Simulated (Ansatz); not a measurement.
# The stack of 1T-HfO2 under 2H-MoS2, upper layer turned by 180° between two gates

Aim: screening and gap of the neutral stack of 1T-HfO2 under 2H-MoS2, upper layer turned by 180° between oppositely charged gates.

Calculated with Ansatz 0.2.0; plane-wave DFT, LDA, Ansatz PAW.

This is a report of a sequence of runs, with most program output left out.

## 1. The starting structure

The cell holds 6 atoms: 2 O, 1 Hf, 2 S and 1 Mo. Cell: a = 3.210 Å, b = 3.210 Å, c = 48.431 Å, α = 90.0°, β = 90.0°, γ = 120.0°. Regions: layer 1: 1T-HfO2, 3 atoms (2 O and 1 Hf); layer 2: 2H-MoS2, 3 atoms (2 S and 1 Mo). Vacuum lies along c.

## 2. Relaxation

The starting cell is a guess, so the in-plane lattice and the atoms are relaxed first, with the slab cut off from its images along the normal.

The input, input.yaml:

```yaml
crystal:
  lattice:
    - [3.21, 0.0, 0.0]
    - [-1.605, 2.7799415461, 0.0]
    - [0.0, 0.0, 48.4311886125]
  atoms:
    - { symbol: O, position: [0.6666666667, 0.3333333333, 0.4098598562] }
    - { symbol: Hf, position: [0.0, 0.0, 0.4358616016] }
    - { symbol: O, position: [0.3333333333, 0.6666666667, 0.4618633471] }
    - { symbol: S, position: [0.0, 0.0, 0.5227745096] }
    - { symbol: Mo, position: [0.3333333333, 0.6666666667, 0.5564573267] }
    - { symbol: S, position: [0.0, 0.0, 0.5901401438] }
  periodic: [true, true, false]
kpoints:
  mp_grid: { grid: [12, 12, 1] }
hamiltonian:
  xc: lda
scf:
  occupations: { method: fermi_dirac, width: 0.05 }
  convergence: { dr2_threshold: 1.0e-09 }
relax:
  f_tol: 0.004
  max_steps: 90
  cell: {}
output:
  write_potential: true
  write_density: true
  volumetric_format: npy
```

Command:

```
$ ansatz run input.yaml --threads 4 --pin off --max-ram 6144MiB --backend cpu --events-out ev --progress --plain --runs-dir out
```

It took 41 s on 4 threads of AMD EPYC 9R45 (Zen 5), shared host; peak memory 0.94 GiB.

Relaxation path:

| step | energy less that of the first step (eV) | largest force component (eV/Å) | volume (Å³) |
| --- | --- | --- | --- |
| 1 | 0.0000 | 4.6174 | 432.18 |
| 2 | -1.5452 | 1.9164 | 427.45 |
| 3 | -1.7623 | 0.9085 | 412.46 |
| 4 | -1.8320 | 0.0873 | 421.52 |
| 5 | -1.8268 | 0.2309 | 420.99 |
| 6 | -1.8370 | 0.0178 | 421.05 |
| 7 | -1.8371 | 0.0504 | 421.02 |
| 8 | -1.8375 | 0.0085 | 420.97 |
| 9 | -1.8375 | 0.0009 | 421.02 |
| 10* | -1.8323 | 0.0017 | 421.02 |
| 11 | -1.8325 | 0.0049 | 420.74 |
| 12 | -1.8325 | 0.0001 | 420.76 |
| 13* | -1.8323 | 0.0001 | 420.76 |

Relaxation steps marked * repeat the geometry before them on a plane-wave basis chosen anew for their cell, so energy and pressure can jump there. Relaxation step 5 was tried and not accepted.

The run keeps the 6 symmetry operations that it works with, so distortions that break them were not tested.

| cell as run | before | after | change |
| --- | --- | --- | --- |
| a (Å) | 3.210 | 3.167 | -1.3 % |
| b (Å) | 3.210 | 3.167 | -1.3 % |

The atoms that moved most (Å, along periodic axes as changes of fractional coordinates times the final cell, across vacuum about the mean position):

| atom | dx | dy | dz | length |
| --- | --- | --- | --- | --- |
| O1 | 0.000 | 0.000 | 0.604 | 0.604 |
| S6 | 0.000 | 0.000 | -0.407 | 0.407 |
| Hf2 | 0.000 | 0.000 | 0.314 | 0.314 |
| Mo5 | 0.000 | 0.000 | -0.312 | 0.312 |
| S4 | 0.000 | 0.000 | -0.216 | 0.216 |
| O3 | 0.000 | 0.000 | 0.018 | 0.018 |

Final coordinates:

```xyz
6
Lattice="3.1673 0.0000 0.0000 -1.5837 2.7430 0.0000 0.0000 0.0000 48.4312" Properties=species:S:1:pos:R:3
O     1.5837    0.9143   20.4536
Hf    0.0000    0.0000   21.4228
O     0.0000    1.8286   22.3864
S     0.0000    0.0000   25.1024
Mo    0.0000    1.8286   26.6379
S     0.0000    0.0000   28.1744
```

The lattice constant a goes from 3.210 to 3.167 Å.

## 3. Gated layer, displacement field 0, start network

The slab is cut off from its images along the normal. Two sheets of opposite charge stand for the gates, so the stack stays neutral in a displacement field; barriers ahead of the sheets keep electrons from leaking to them. The uncharged case sets the zero.

The cell differs from the one that the last finished run ended in (c 48.431 → 46.421 Å).

The input, input.yaml:

```yaml
crystal:
  lattice:
    - [3.1673106395, 0.0, 0.0]
    - [-1.5836553198, 2.7429714755, 0.0]
    - [0.0, 0.0, 46.4208130971]
  atoms:
    - { symbol: O, position: [0.6666666667, 0.3333333333, 0.4168388856] }
    - { symbol: Hf, position: [0.0, 0.0, 0.4377179736] }
    - { symbol: O, position: [0.3333333333, 0.6666666667, 0.4584764086] }
    - { symbol: S, position: [0.0, 0.0, 0.5169828643] }
    - { symbol: Mo, position: [0.3333333333, 0.6666666667, 0.550061578] }
    - { symbol: S, position: [0.0, 0.0, 0.5831611144] }
  periodic: [true, true, false]
  symmetry: { detect: true }
kpoints:
  mp_grid: { grid: [30, 30, 1] }
  band_path:
    path: [[0, 0, 0], [0.5, 0, 0], [0.33333333, 0.33333333, 0], [0, 0, 0]]
    npoints: 16
hamiltonian:
  xc: lda
scf:
  occupations: { method: fermi_dirac, width: 0.02585 }
  convergence: { dr2_threshold: 1.0e-10 }
output:
  forces: true
  eigenvalues: true
  dos: { projected: true, e_range: [-3, 3], de: 0.01 }
  write_potential: true
  write_density: true
  volumetric_format: npy
  elf: true
external_charges:
  - { charge: 0, barrier: 10, axis: 3, height: 30.571, sigma: 0.25 }
  - { charge: 0, barrier: 10, axis: 3, height: 15.85, sigma: 0.25 }
```

The job ended after 21 s (4 threads; peak memory 1.4 GiB).

This step gave:

- gap on the k-mesh: 1.490 eV
- gap along the path: 1.490 eV
- smallest direct gap along the path: 1.682 eV
- gap, the smaller of path and mesh: 1.490 eV
- potential beyond the upper barrier and gate, less the barrier, from the Fermi level: 5.276 eV

Running mean over a fixed 2.8 Å (it still follows the layers) of the planar mean; beyond a gate it holds the 10 eV model barrier. Table of electron's electrostatic potential energy less the Fermi level by z:

| z (Å) | electron's electrostatic potential energy less the Fermi level (eV) |
| --- | --- |
| 4 | 15.4 |
| 5 | 15.4 |
| 6 | 15.4 |
| 7 | 15.4 |
| 8 | 15.4 |
| 9 | 15.4 |
| 10 | 15.4 |
| 11 | 15.4 |
| 12 | 15.4 |
| 13 | 15.4 |
| 14 | 15.4 |
| 15 | 13.5 |
| 16 | 9.88 |
| 17 | 6.27 |
| 18 | 2.96 |
| 19 | -3.82 |
| 20 | -10.2 |
| 21 | -8.27 |
| 22 | -2.09 |
| 23 | -0.944 |
| 24 | -6.00 |
| 25 | -11.6 |
| 26 | -11.6 |
| 27 | -6.58 |
| 28 | -0.467 |
| 29 | 4.33 |
| 30 | 8.16 |
| 31 | 11.8 |
| 32 | 15.0 |
| 33 | 15.3 |
| 34 | 15.3 |
| 35 | 15.3 |
| 36 | 15.3 |
| 37 | 15.3 |
| 38 | 15.3 |
| 39 | 15.3 |
| 40 | 15.3 |
| 41 | 15.3 |
| 42 | 15.3 |

The density of states has structure finer than the step of the table below, so its rows give means over 0.2 eV, whole bins alone (the curve runs from -3 to 2.73 eV). Peaks (eV: height): -2.97: 8.64, -2.65: 7.01, -1.72: 7.15, 1.38: 15.7, 1.65: 8.71, 2.20: 12.4, 2.28: 7.45.

The density of states by energy, zero at the Fermi level of the run, which the smearing sets inside the gap; means over each step:

| energy (eV) | density of states (states/eV a cell) |
| --- | --- |
| -2.8 | 3.30 |
| -2.6 | 4.18 |
| -2.4 | 2.33 |
| -2.2 | 1.96 |
| -2.0 | 1.89 |
| -1.8 | 4.21 |
| -1.6 | 2.79 |
| -1.4 | 2.24 |
| -1.2 | 1.38 |
| -1.0 | 0.853 |
| -0.8 | 0.477 |
| -0.6 | 0 |
| -0.4 | 0 |
| -0.2 | 0 |
| 0.0 | 0 |
| 0.2 | 0 |
| 0.4 | 0 |
| 0.6 | 0 |
| 0.8 | 0.263 |
| 1.0 | 0.490 |
| 1.2 | 3.08 |
| 1.4 | 5.18 |
| 1.6 | 4.59 |
| 1.8 | 5.27 |
| 2.0 | 3.91 |
| 2.2 | 6.23 |
| 2.4 | 5.38 |
| 2.6 | 4.45 |

Projected DOS per atom over height of the atomic layer and energy from the Fermi level. Layers: O Hf O S Mo S from below.

Values in states/eV, 22 rows by 6 columns, each cell a mean:
```
0.18 1.87 0.19 0.41 0.91 0.40
0.28 2.61 0.29 0.51 1.21 0.56
0.20 1.56 0.21 0.62 1.61 0.60
0.02 0.13 0.02 0.89 2.91 0.77
0.01 0.03 0.01 0.67 2.21 0.78
0.01 0.04 0.01 0.77 3.57 0.84
0.00 0.00 0.00 0.14 0.69 0.14
0.00 0.00 0.00 0.02 0.19 0.02
0.00 0.00 0.00 0.00 0.00 0.00
0.00 0.00 0.00 0.00 0.00 0.00
0.00 0.00 0.00 0.00 0.00 0.00
0.00 0.00 0.00 0.00 0.00 0.00
0.00 0.00 0.00 0.00 0.00 0.00
0.00 0.00 0.01 0.08 0.22 0.06
0.00 0.00 0.01 0.15 0.66 0.12
0.00 0.00 0.01 0.28 1.24 0.27
0.00 0.00 0.01 0.43 1.74 0.44
0.02 0.01 0.06 1.06 1.33 1.16
0.01 0.01 0.03 0.81 0.19 0.84
0.02 0.01 0.04 0.91 0.31 0.91
0.07 0.01 0.11 1.40 0.81 1.42
1.06 0.06 1.07 0.78 0.95 0.78
```
Columns: height of the atomic layer (Å) from 19.4 to 27.1 (not evenly spaced); rows upwards: energy from the Fermi level (eV) from -2.98 to 2.72.

Electronic bands along the path, in eV, zero at the Fermi level of the run, which the smearing sets inside the gap:

| point | band 29 | band 30 | band 31 | band 32 | band 33 | band 34 | band 35 | band 36 |
| --- | --- | --- | --- | --- | --- | --- | --- | --- |
| Γ | -2.49 | -2.49 | -2.35 | -0.76 | 1.91 | 1.91 | 2.23 | 2.23 |
| halfway | -2.97 | -2.78 | -2.10 | -1.61 | 1.39 | 1.54 | 2.05 | 2.26 |
| M | -3.35 | -2.66 | -1.89 | -1.53 | 1.37 | 1.88 | 2.03 | 3.03 |
| halfway | -3.45 | -3.23 | -2.67 | -1.26 | 1.25 | 2.08 | 2.42 | 2.68 |
| K | -3.61 | -3.56 | -2.91 | -0.95 | 0.73 | 2.19 | 2.21 | 2.90 |
| halfway | -2.98 | -2.83 | -1.85 | -1.71 | 1.11 | 1.66 | 1.81 | 2.78 |
| Γ | -2.49 | -2.49 | -2.35 | -0.76 | 1.91 | 1.91 | 2.23 | 2.23 |

Electrostatic potential energy in the ca plane at fractional y = 1.000, with atoms of Hf and S within 0.2 Å of it. With pseudopotentials it is smooth inside the atoms' cores, unlike the true potential.

Values in eV, 5 rows by 16 columns, each cell a mean:
```
 10   4   0  -1  -8 -40 -34  -5  -8 -40 -17 -10 -39 -18   0   0
 10   4   0   0  -3 -16 -13  -2  -2 -10 -11 -13 -11  -4   0   0
 10   4   0   0  -2  -7  -7  -2  -1  -4 -14 -18  -5  -2   0   0
 10   4   0   0  -4 -24 -20  -3  -3 -19 -11 -11 -19  -7   0   0
 10   4   0  -1  -9 -42 -37  -5 -10 -41 -20 -11 -40 -21  -1   0
```
Columns run along c (16.0 Å, from fractional 0.32 to 0.66 of the cell; values clipped at the 3rd and 97th percentile), rows up along a (3.2 Å). Atoms in or near the plane, at fractional coordinates: Hf at (0.44, 0.00), S at (0.52, 0.00), S at (0.58, 0.00).

Valence density in the ca plane at fractional y = 1.000, with atoms of Hf and S within 0.2 Å of it. It is the smooth field of the valence electrons, not physical close to the nuclei.

Ten steps, logarithmic in the rise over the least value, from '0' (0 e/Å³) to '9' (30 e/Å³), each cell a mean:
```
00000002689731000133232111232332000000000000
00000001356420000122332111223221000000000000
00000011122111000011111122111110000000000000
00000011111111100000111222111000000000000000
00000011111111000001111222111100000000000000
00000001233211000012222111222210000000000000
00000002578630000123332111233321000000000000
00000003799841000232132111231232000000000000
```
Columns run along c (16.0 Å, from fractional 0.36 to 0.71 of the cell), rows up along a (3.2 Å). Atoms in or near the plane, at fractional coordinates: Hf at (0.44, 0.00), S at (0.52, 0.00), S at (0.58, 0.00).

ELF in the ca plane at fractional y = 1.000, with atoms of Hf and S within 0.2 Å of it. It is the smooth field of the valence electrons, not physical close to the nuclei.

Ten even steps from '0' (0.00) to '9' (0.94), each cell a mean:
```
00000000000000000000038887300179943673257526
00000000000000000001114663110038988862137888
00000000000000000024531112452003566522223676
00000000000000000135764124764100112113421221
00000000000000000135663113663001244312322343
00000000000000000013322332231026888742125888
00000000000000000000027886200159976873247768
00000000000000000000048888300279920573257305
```
Columns run along c (16.0 Å, from fractional 0.25 to 0.60 of the cell), rows up along a (3.2 Å). Atoms in or near the plane, at fractional coordinates: Hf at (0.44, 0.00), S at (0.52, 0.00), S at (0.58, 0.00).

The gap, the smaller of path and mesh, is 1.490 eV.

## 4. Gated layer, displacement field 1.81 V/nm

input.yaml: that of step 3 with these lines changed.

```diff
@@ -27,3 +27,2 @@
   eigenvalues: true
-  dos: { projected: true, e_range: [-3, 3], de: 0.01 }
   write_potential: true
@@ -31,5 +30,6 @@
   volumetric_format: npy
-  elf: true
 external_charges:
   - { charge: 0, barrier: 10, axis: 3, height: 30.571, sigma: 0.25 }
+  - { charge: -0.008688, axis: 3, height: 32.071, sigma: 0.5 }
   - { charge: 0, barrier: 10, axis: 3, height: 15.85, sigma: 0.25 }
+  - { charge: 0.008688, axis: 3, height: 14.35, sigma: 0.5 }
```

Elapsed: 26 s, on 4 threads; peak memory 1.4 GiB; 1.7 min of CPU time.

Numbers from this step:

```
gap on the k-mesh                                                                   : 1.495 eV
gap along the path                                                                  : 1.495 eV
gap, the smaller of path and mesh                                                   : 1.495 eV
potential beyond the upper barrier and gate, less the barrier, from the Fermi level : 6.008 eV
```

Electronic bands along the path, in eV, zero at the Fermi level of the run, which the smearing sets inside the gap:

| point | band 29 | band 30 | band 31 | band 32 | band 33 | band 34 | band 35 | band 36 |
| --- | --- | --- | --- | --- | --- | --- | --- | --- |
| Γ | -2.48 | -2.48 | -2.36 | -0.76 | 1.91 | 1.91 | 2.15 | 2.15 |
| halfway | -3.17 | -2.78 | -2.10 | -1.61 | 1.39 | 1.54 | 1.99 | 2.12 |
| M | -3.55 | -2.67 | -1.89 | -1.53 | 1.37 | 1.76 | 1.94 | 3.02 |
| halfway | -3.62 | -3.25 | -2.68 | -1.25 | 1.25 | 1.98 | 2.32 | 2.68 |
| K | -3.74 | -3.64 | -2.93 | -0.95 | 0.74 | 2.02 | 2.21 | 2.87 |
| halfway | -3.10 | -2.91 | -1.85 | -1.70 | 1.12 | 1.66 | 1.82 | 2.57 |
| Γ | -2.48 | -2.48 | -2.36 | -0.76 | 1.91 | 1.91 | 2.15 | 2.15 |

Force by atom:

| atom | x (eV/Å) | y (eV/Å) | z (eV/Å) | size |
| --- | --- | --- | --- | --- |
| O1 | 0.000 | 0.000 | -0.079 | 0.079 |
| Hf2 | 0.000 | 0.000 | 0.163 | 0.163 |
| O3 | 0.000 | 0.000 | -0.080 | 0.080 |
| S4 | 0.000 | 0.000 | 0.007 | 0.007 |
| Mo5 | 0.000 | 0.000 | -0.020 | 0.020 |
| S6 | 0.000 | 0.000 | 0.006 | 0.006 |

The gap, the smaller of path and mesh, is 1.495 eV.

## 5. Gated layer, displacement field -1.81 V/nm

input.yaml: that of step 4 with these lines changed.

```diff
@@ -32,4 +32,4 @@
   - { charge: 0, barrier: 10, axis: 3, height: 30.571, sigma: 0.25 }
-  - { charge: -0.008688, axis: 3, height: 32.071, sigma: 0.5 }
+  - { charge: 0.008688, axis: 3, height: 32.071, sigma: 0.5 }
   - { charge: 0, barrier: 10, axis: 3, height: 15.85, sigma: 0.25 }
-  - { charge: 0.008688, axis: 3, height: 14.35, sigma: 0.5 }
+  - { charge: -0.008688, axis: 3, height: 14.35, sigma: 0.5 }
```

Wall time 23 s (4 threads); peak memory 1.4 GiB.

The gap, the smaller of path and mesh, is 1.483 eV.

## 6. Gated layer, displacement field 3.62 V/nm

input.yaml: that of step 5 with these lines changed.

```diff
@@ -32,4 +32,4 @@
   - { charge: 0, barrier: 10, axis: 3, height: 30.571, sigma: 0.25 }
-  - { charge: 0.008688, axis: 3, height: 32.071, sigma: 0.5 }
+  - { charge: -0.017376, axis: 3, height: 32.071, sigma: 0.5 }
   - { charge: 0, barrier: 10, axis: 3, height: 15.85, sigma: 0.25 }
-  - { charge: -0.008688, axis: 3, height: 14.35, sigma: 0.5 }
+  - { charge: 0.017376, axis: 3, height: 14.35, sigma: 0.5 }
```

The job ended after 24 s (4 threads; peak memory 1.4 GiB; 95 s of CPU time).

The gap, the smaller of path and mesh, is 1.499 eV.

## 7. Gated layer, displacement field -3.62 V/nm

input.yaml: that of step 6 with these lines changed.

```diff
@@ -27,2 +27,3 @@
   eigenvalues: true
+  dos: { projected: true, e_range: [-3, 3], de: 0.01 }
   write_potential: true
@@ -30,6 +31,7 @@
   volumetric_format: npy
+  elf: true
 external_charges:
   - { charge: 0, barrier: 10, axis: 3, height: 30.571, sigma: 0.25 }
-  - { charge: -0.017376, axis: 3, height: 32.071, sigma: 0.5 }
+  - { charge: 0.017376, axis: 3, height: 32.071, sigma: 0.5 }
   - { charge: 0, barrier: 10, axis: 3, height: 15.85, sigma: 0.25 }
-  - { charge: 0.017376, axis: 3, height: 14.35, sigma: 0.5 }
+  - { charge: -0.017376, axis: 3, height: 14.35, sigma: 0.5 }
```

Elapsed: 23 s, on 4 threads; peak memory 1.4 GiB; 90 s of CPU time.

The density of states has structure finer than the step of the table below, so its rows give means over 0.2 eV, whole bins alone (the curve runs from -3 to 2.71 eV). Peaks (eV: height): -2.95: 7.15, -2.62: 11.5, -2.52: 9.87, -1.74: 7.59, 1.36: 13.6, 1.63: 10.0, 2.67: 5.85.

The density of states by energy, zero at the Fermi level of the run, which the smearing sets inside the gap; means over each step:

| energy (eV) | density of states (states/eV a cell) |
| --- | --- |
| -2.8 | 5.14 |
| -2.6 | 7.81 |
| -2.4 | 3.46 |
| -2.2 | 2.02 |
| -2.0 | 1.89 |
| -1.8 | 4.28 |
| -1.6 | 2.76 |
| -1.4 | 2.21 |
| -1.2 | 1.35 |
| -1.0 | 0.819 |
| -0.8 | 0.487 |
| -0.6 | 0 |
| -0.4 | 0 |
| -0.2 | 0 |
| 0.0 | 0 |
| 0.2 | 0 |
| 0.4 | 0 |
| 0.6 | 0 |
| 0.8 | 0.286 |
| 1.0 | 0.541 |
| 1.2 | 3.31 |
| 1.4 | 4.94 |
| 1.6 | 4.90 |
| 1.8 | 5.04 |
| 2.0 | 3.01 |
| 2.2 | 3.25 |
| 2.4 | 3.38 |
| 2.6 | 3.67 |

The gap, the smaller of path and mesh, is 1.475 eV.

## 8. Gated layer, displacement field 5.43 V/nm

input.yaml: that of step 7 with these lines changed.

```diff
@@ -34,4 +34,4 @@
   - { charge: 0, barrier: 10, axis: 3, height: 30.571, sigma: 0.25 }
-  - { charge: 0.017376, axis: 3, height: 32.071, sigma: 0.5 }
+  - { charge: -0.026064, axis: 3, height: 32.071, sigma: 0.5 }
   - { charge: 0, barrier: 10, axis: 3, height: 15.85, sigma: 0.25 }
-  - { charge: -0.017376, axis: 3, height: 14.35, sigma: 0.5 }
+  - { charge: 0.026064, axis: 3, height: 14.35, sigma: 0.5 }
```

Run time: 24 s. Hardware: 4 threads; peak memory 1.4 GiB.

Running mean over a fixed 2.8 Å (it still follows the layers) of the planar mean; beyond a gate it holds the 10 eV model barrier. Table of electron's electrostatic potential energy less the Fermi level by z:

z (Å), electron's electrostatic potential energy less the Fermi level (eV) and a bar from the least value:
```
        4       12.4 #########################
        5       12.4 #########################
        6       12.4 #########################
        7       12.4 #########################
        8       12.4 #########################
        9       12.4 #########################
       10       12.4 #########################
       11       12.4 #########################
       12       12.4 #########################
       13       12.4 #########################
       14       12.5 #########################
       15       10.9 #######################
       16        7.7 ####################
       17        4.6 #################
       18        1.8 ##############
       19       -4.6 #######
       20      -10.8 #
       21       -8.8 ###
       22       -2.5 #########
       23       -1.1 ###########
       24       -6.1 ######
       25      -11.6 
       26      -11.6 
       27       -6.5 #####
       28       -0.2 ############
       29        4.9 #################
       30        9.2 ######################
       31       13.4 ##########################
       32       17.0 #############################
       33       17.4 ##############################
       34       17.5 ##############################
       35       17.5 ##############################
       36       17.5 ##############################
       37       17.5 ##############################
       38       17.5 ##############################
       39       17.5 ##############################
       40       17.5 ##############################
       41       17.5 ##############################
       42       17.5 ##############################
```

The gap, the smaller of path and mesh, is 1.502 eV.

## 9. The series together

This step: plane-wave DFT, LDA, Ansatz PAW; response to a displacement field between two gates (Ansatz 0.2.0).

The potential behind each gate is read from every run and counted from the uncharged case.

Numbers from this step:

- electrostatic distance between the gates: 9.680 Å
- geometric distance between the gates: 17.72 Å

(Part 1 of 2 ends here.)

[Logs are printed without paths, hosts, clocks, repeated set-up lines and the standing remarks that a program may print on its own settings, such as how far it seeks lower states.]

[Hosts, paths, dates, database ids (printed as entryN), source tags and the programs' standing remarks are cut or masked in the printed files.]

[Maps of the electrostatic potential energy from Ansatz leave out the sawtooth potential of an applied field or a dipole correction, so their vacuum need not be flat; planar profiles and work functions include it.]

[The density of states shown here was stored with 400 of the rows of the run's finer table, so its peaks can read low, often by over a quarter, or be missed, and its means over a window can be off by a tenth or more.]
